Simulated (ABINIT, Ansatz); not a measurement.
# Quasiparticle gap of Li2H6Pt (Fm-3m) in ABINIT, part 3 of 3

How does a plane-wave GW calculation on Li2H6Pt (Fm-3m) run from the first input to the gap?

ABINIT 10.8.3; LDA and many-body steps on it, plane waves. Known limits of the many-body steps: not at the basis limit; no spin polarisation; d states lean on the start; no spin-orbit coupling.

So far. Step 4 (Empty states on the mesh, 4×4×4 mesh, 55 bands): On this mesh the gap is 2.758 eV. The earlier step found 2.594 eV, so this mesh misses an edge. Step 5 (Screening, 4×4×4 mesh, 51 bands, screening to 98 eV): Local fields lower ε∞ by 18 %.

## 6. Self-energy, 4×4×4 mesh, 51 bands, screening to 98 eV

The self-energy is evaluated for the states that the input lists, and the levels follow from it, in one-shot runs by the linearised quasiparticle equation.

This step: G0W0 on LDA, plane waves, norm-conserving pseudopotentials.

Input file run.abi:

```
acell 3*1.0 Angstrom
rprim 
  0.000000000000 3.324927160000 3.324927160000
  3.324927160000 0.000000000000 3.324927160000
  3.324927160000 3.324927160000 0.000000000000
ntypat 3
znucl 3 1 78
natom 9
typat 1 1 2 2 2 2 2 2 3
xred 
  0.750000000000 0.750000000000 0.750000000000
  0.250000000000 0.250000000000 0.250000000000
  0.754787880000 0.754787880000 0.245212120000
  0.245212120000 0.754787880000 0.245212120000
  0.754787880000 0.245212120000 0.245212120000
  0.245212120000 0.245212120000 0.754787880000
  0.754787880000 0.245212120000 0.754787880000
  0.245212120000 0.754787880000 0.754787880000
  0.000000000000 0.000000000000 0.000000000000
pp_dirpath "pseudos"
pseudos "Li.upf, H.upf, Pt.upf"
ecut 34
ngkpt 4 4 4
nshiftk 1
shiftk 0 0 0
kptopt 1
chksymbreak 0
istwfk *1
occopt 1
irdwfk 1
optdriver 4
nband 51
gwcalctyp 0
ecutsigx 34
symsigma 1
nkptgw 3
kptgw 
  -0.2500000000 0.2500000000 0.0000000000
  0.5000000000 0.5000000000 0.0000000000
  0.0000000000 0.0000000000 0.0000000000
bdgw 
  14 17
  14 17
  13 19
ecuteps 3.6
irdscr 1
ppmodel 1
indata_prefix "in"
outdata_prefix "out"
tmpdata_prefix "tmp"
```

Run with:

```bash
> OMP_NUM_THREADS=1 mpirun -n 4 abinit run.abi > log
```

Numbers of over 12 decimals in the logs are rounded to 6 here.

Output:

```text
.Version 10.8.3 of ABINIT. v10.8.2 released Aug 2026.

 Symmetries : space group Fm -3 m (#225); Bravais cF (face-center cubic)
[... echo of the input left out ...]
== DATASET  1 ==================================================================
-   mpi_nproc: 4, omp_nthreads: 1 (-1 if OMP is not activated)

--- !DatasetInfo
iteration_state: {dtset: 1, }
dimensions: {natom: 9, nkpt: 8, mband: 51, nsppol: 1, nspinor: 1, nspden: 1, mpw: 4723, }
cutoff_energies: {ecut:  34.0, pawecutdg:  -1.0, }
electrons: {nelect:   3.00000000E+01, charge:   0.00000000E+00, occopt:   1.00000000E+00, tsmear:   1.00000000E-02, }

 SIGMA: Calculation of the GW corrections

 Based on a program developped by R.W. Godby, V. Olevano, G. Onida, and L. Reining.
 Incorporated in ABINIT by V. Olevano, G.-M. Rignanese, and M. Torrent.
.Using double precision arithmetic ; gwpc =  8

[... cell and pseudopotentials left out ...]
--------------------------------------------------------------------------------

 ==== K-mesh for the wavefunctions ====
 Number of points in the irreducible wedge :     8
[... list of points left out ...]
 Together with 48 symmetry operations and time-reversal symmetry
 yields    64 points in the full Brillouin Zone.

 ==== Q-mesh for screening function ====
 Number of points in the irreducible wedge :     8
[... list of points left out ...]
 Together with 48 symmetry operations and time-reversal symmetry
 yields    64 points in the full Brillouin Zone.

 vcoul_init : cutoff-mode = AUXILIARY_FUNCTION
 q-points for optical limit:   1
     1)      0.000010    0.000020    0.000030
 setmesh: FFT mesh size selected  =    48x   48x   48
          total number of points  =       110592

 Number of electrons calculated from density =   30.0000; Expected =   30.0000
 average of density, n =  0.060471
 r_s =    1.5805
 omega_plasma =   23.7208 [eV]

 === KS Band Gaps ===
  >>>> For spin  1
   Minimum direct gap =   4.3344 [eV], located at k-point      :   0.5000  0.5000  0.0000
   Fundamental gap    =   2.7574 [eV], Top of valence bands at :  -0.2500  0.2500  0.0000
                                       Bottom of conduction at :   0.5000  0.5000  0.0000
 SIGMA fundamental parameters:
 PLASMON POLE MODEL  1
 number of plane-waves for SigmaX                 4693
 number of plane-waves for SigmaC and W            169
 number of plane-waves for wavefunctions          4693
 number of bands                                    51
 number of independent spin polarizations            1
 number of spinorial components                      1
 number of k-points in IBZ                           8
 number of q-points in IBZ                           8
 number of symmetry operations                      48
 number of k-points in BZ                           64
 number of q-points in BZ                           64
 number of frequencies for dSigma/dE                 9
 frequency step for dSigma/dE [eV]                0.25
 number of omega for Sigma on real axis              0
 max omega for Sigma on real axis  [eV]           0.00
 zcut for avoiding poles [eV]                     0.10

 EPSILON^-1 parameters (SCR file):
 dimension of the eps^-1 matrix on file            169
 dimension of the eps^-1 matrix used               169
 number of plane-waves for wavefunctions          4693
 number of bands                                    51
 number of q-points in IBZ                           8
 number of frequencies                               2
 number of real frequencies                          1
 number of imag frequencies                          1

 matrix elements of self-energy operator (all in [eV])

 Perturbative Calculation

--- !SelfEnergy_ee
iteration_state: {dtset: 1, }
kpoint     : [  -0.250,    0.250,    0.000, ]
spin       : 1
KS_gap     :    5.309
QP_gap     :    7.297
Delta_QP_KS:    1.989
data: !SigmaeeData |
     Band     E0 <VxcDFT>   SigX SigC(E0)      Z dSigC/dE  Sig(E)    E-E0       E
       14   0.295 -14.786 -18.648   3.214   0.800  -0.251 -15.304  -0.518  -0.223
       15   1.410 -12.321 -15.301   2.242   0.813  -0.231 -12.921  -0.600   0.811
       16   6.719 -12.843  -8.443  -2.719   0.826  -0.210 -11.454   1.389   8.108
       17   6.814 -13.436  -8.908  -2.726   0.822  -0.217 -11.956   1.480   8.294

--- !SelfEnergy_ee
iteration_state: {dtset: 1, }
kpoint     : [   0.500,    0.500,    0.000, ]
spin       : 1
KS_gap     :    4.334
QP_gap     :    6.483
Delta_QP_KS:    2.149
data: !SigmaeeData |
     Band     E0 <VxcDFT>   SigX SigC(E0)      Z dSigC/dE  Sig(E)    E-E0       E
       14  -0.167 -11.272 -14.761   2.528   0.804  -0.244 -12.045  -0.773  -0.940
       15  -0.167 -11.272 -14.761   2.528   0.804  -0.244 -12.045  -0.773  -0.940
       16   4.168 -13.847 -10.031  -2.154   0.828  -0.208 -12.471   1.376   5.543
       17   8.851 -11.444  -6.662  -3.181   0.830  -0.205 -10.116   1.328  10.179

--- !SelfEnergy_ee
iteration_state: {dtset: 1, }
kpoint     : [   0.000,    0.000,    0.000, ]
spin       : 1
KS_gap     :    6.656
QP_gap     :    8.799
Delta_QP_KS:    2.144
data: !SigmaeeData |
     Band     E0 <VxcDFT>   SigX SigC(E0)      Z dSigC/dE  Sig(E)    E-E0       E
       13   1.147 -12.176 -15.368   2.359   0.808  -0.238 -12.848  -0.673   0.475
       14   1.147 -12.176 -15.368   2.359   0.808  -0.238 -12.848  -0.673   0.475
       15   1.147 -12.176 -15.368   2.359   0.808  -0.238 -12.848  -0.673   0.475
       16   7.803 -10.408  -5.308  -3.341   0.836  -0.196  -8.937   1.471   9.274
       17   8.657 -10.863  -6.051  -3.112   0.835  -0.197  -9.443   1.420  10.076
       18   8.657 -10.863  -6.051  -3.112   0.835  -0.197  -9.443   1.420  10.076
       19   8.657 -10.863  -6.051  -3.112   0.835  -0.197  -9.443   1.420  10.076

== END DATASET(S) ==============================================================
================================================================================

 -outvars: echo values of variables after computation  --------
           etotal      0.0000000000E+00
            nband          51
             nkpt           8
          spgroup         225
 [... the other variables as echoed above ...]

 Calculation completed.
```

Elapsed: 6.7 s, on 4 MPI ranks of Intel Xeon 6975P-C (Granite Rapids), shared host; peak memory 1 GiB; 26 s of CPU time.

This step gave:

| Quantity | Value |
| --- | --- |
| G0W0 gap on the points computed | 4.732 eV |
| starting gap on the mesh | 2.758 eV |
| k of the valence top | -0.25, 0.25, 0 |
| k of the conduction bottom | 0.5, 0.5, 0 |
| Z at the valence top | 0.813 |
| Z at the conduction bottom | 0.828 |
| least direct G0W0 gap on the computed points | 6.483 eV |

The gap on the mesh goes from 2.76 eV to 4.73 eV, a correction of +1.97 eV. The start differs from the 2.59 eV found before because the two sample other k points.

Limits: finite bands, cutoff and mesh; no spin polarisation; d states lean on the start; no spin-orbit coupling. v1 is the top filled band, c1 the lowest empty one. Levels before and after the correction, in eV, zero at the valence-band top of each column:

```
           conduction bottom  valence top
Kohn-Sham               2.76         0.00
     G0W0               4.73         0.00
```

```csv
,level,energy (eV)
Kohn-Sham,(-0.25 0.25 0) v2,-1.115
Kohn-Sham,(-0.25 0.25 0) v1,0.000
Kohn-Sham,(-0.25 0.25 0) c1,5.309
Kohn-Sham,(-0.25 0.25 0) c2,5.404
Kohn-Sham,(0.5 0.5 0) v2-v1,-1.577
Kohn-Sham,(0.5 0.5 0) c1,2.758
Kohn-Sham,(0.5 0.5 0) c2,7.441
G0W0,(-0.25 0.25 0) v2,-1.034
G0W0,(-0.25 0.25 0) v1,0.000
G0W0,(-0.25 0.25 0) c1,7.297
G0W0,(-0.25 0.25 0) c2,7.483
G0W0,(0.5 0.5 0) v2-v1,-1.751
G0W0,(0.5 0.5 0) c1,4.732
G0W0,(0.5 0.5 0) c2,9.368
```

## 7. Where the time went

Times are wall times on 4 MPI ranks of Intel Xeon 6975P-C (Granite Rapids), shared host, good to a factor of about two.

| step | time | share | memory (GiB) |
| --- | --- | --- | --- |
| ground state | 15 s | 25 % | 0.4 |
| bands along the symmetry lines | 12 s | 20 % | 0.35 |
| empty states on the mesh | 13 s | 21 % | 0.35 |
| screening | 14 s | 23 % | 0.9 |
| self-energy | 6.7 s | 11 % | 1 |

## 8. What came out

* LDA gap: 2.58 eV, indirect
* G0W0 gap on the mesh: 4.73 eV
* G0W0 gap over the zone (rigid shift): 4.55 eV
* GW settings: 4×4×4 mesh, 51 bands, screening to 98 eV, Godby-Needs plasmon pole
* known limits: not at the basis limit; no spin polarisation; d states lean on the start; no spin-orbit coupling

In words: G0W0 moves the gap on the mesh from 2.76 eV to 4.73 eV (+1.97 eV), with Z of 0.81 and 0.83 at the edges. The mesh misses the band edges by 0.18 eV in all; a rigid shift gives 4.55 eV for the zone. Local fields lower the RPA ε∞ on this mesh from 5.13 to 4.22. Only 3 of the mesh's irreducible points were corrected, so a valley elsewhere could overtake. Bands and cutoff are finite, so the gap is not at the basis limit. The miss can reach some tenths of an eV and take either sign; the mesh is an error of its own. In the G0W0 run levels were corrected at 3 k points alone, so a gap called «on the mesh» is the least over those, and an edge elsewhere would be missed. A denser mesh or path gives a starting gap of 2.58 eV: the GW mesh misses a band edge, so its gaps are not the fundamental one. The runs have no spin polarisation. For a closed low-spin shell that is the natural state; where a d or f shell is open it is a constraint, and the gap is then not the crystal's own. With d states at the gap, one-shot GW leans hard on its start. The many-body steps are scalar-relativistic: spin-orbit coupling is not in them.

[Paths, hosts, dates, memory and timing lines, banners, echoed tables and standing remarks are left out of the program output.]

[Logs are printed without paths, hosts, clocks, repeated set-up lines and the standing remarks that a program may print on its own settings, such as how far it seeks lower states.]

[Runs of the session that timed out or met a known fault of the program may be left out.]

[Hosts, paths, dates, database ids (printed as entryN), source tags and the programs' standing remarks are cut or masked in the printed files.]

[G0W0 gaps are taken among the corrected bands and points alone; a level outside them can change the order at an edge.]

[Where Ansatz stands beside ABINIT at settings called matched, ABINIT's density can come from a denser mesh and the files from another edition; pairs whose starting gaps differed by over 0.03 eV were left out, so agreement reads better than it is.]
